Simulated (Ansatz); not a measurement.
# Direct or indirect: BiBO4 (I-4)

```cif
data_structure
_symmetry_space_group_name_H-M 'I-4'
_symmetry_Int_Tables_number 82
_cell_length_a 4.9945
_cell_length_b 4.9945
_cell_length_c 7.0796
_cell_angle_alpha 90.000
_cell_angle_beta 90.000
_cell_angle_gamma 90.000
_cell_volume 176.60
loop_
_atom_site_label
_atom_site_type_symbol
_atom_site_symmetry_multiplicity
_atom_site_Wyckoff_symbol
_atom_site_fract_x
_atom_site_fract_y
_atom_site_fract_z
_atom_site_occupancy
Bi1 Bi 2 a 0.00000 0.00000 0.00000 1
O1 O 8 g 0.18572 0.67327 0.35713 1
B1 B 2 c 0.00000 0.50000 0.25000 1
```

Method: Ansatz, PBE, independent particles, without spin-orbit coupling, line width 0.1 eV (Gaussian). The band structure gives a fundamental gap of 1.14 eV. The spectrum of vertical transitions near the edge:

| E (eV) | Im ε, E ∥ xy | Im ε, E ∥ z |
| --- | --- | --- |
| 0.66 | 0.00 | 0.00 |
| 0.78 | 0.00 | 0.00 |
| 0.90 | 0.00 | 0.00 |
| 1.02 | 0.00 | 0.00 |
| 1.14 | 0.00 | 0.00 |
| 1.26 | 0.00 | 0.00 |
| 1.38 | 0.00 | 0.16 |
| 1.50 | 0.01 | 1.05 |
| 1.62 | 0.25 | 2.98 |
| 1.74 | 2.79 | 12.40 |
| 1.86 | 8.49 | 24.10 |
| 1.98 | 14.28 | 14.99 |
| 2.10 | 14.94 | 7.26 |
| 2.22 | 8.50 | 4.00 |
| 2.34 | 10.58 | 4.84 |
| 2.46 | 12.00 | 5.58 |
| 2.58 | 9.46 | 4.87 |
| 2.70 | 8.74 | 5.50 |
| 2.82 | 6.63 | 6.97 |
| 2.94 | 5.23 | 5.02 |

Q: Is the gap direct or indirect, and about where do vertical transitions set in?

A: Indirect, by the band path, whose least direct gap is 1.45 eV. The curves fit this: they stay near zero above 1.14 eV and rise only from about 1.5 eV, though a forbidden direct transition would look alike. Lines are broadened by 0.1 eV, which spreads the edge, and phonons, which would give weak absorption from the fundamental gap up, are left out.

Note: cells built here by substitution need not match a known phase.

[Logs are printed without paths, hosts, clocks, repeated set-up lines and the standing remarks that a program may print on its own settings, such as how far it seeks lower states.]
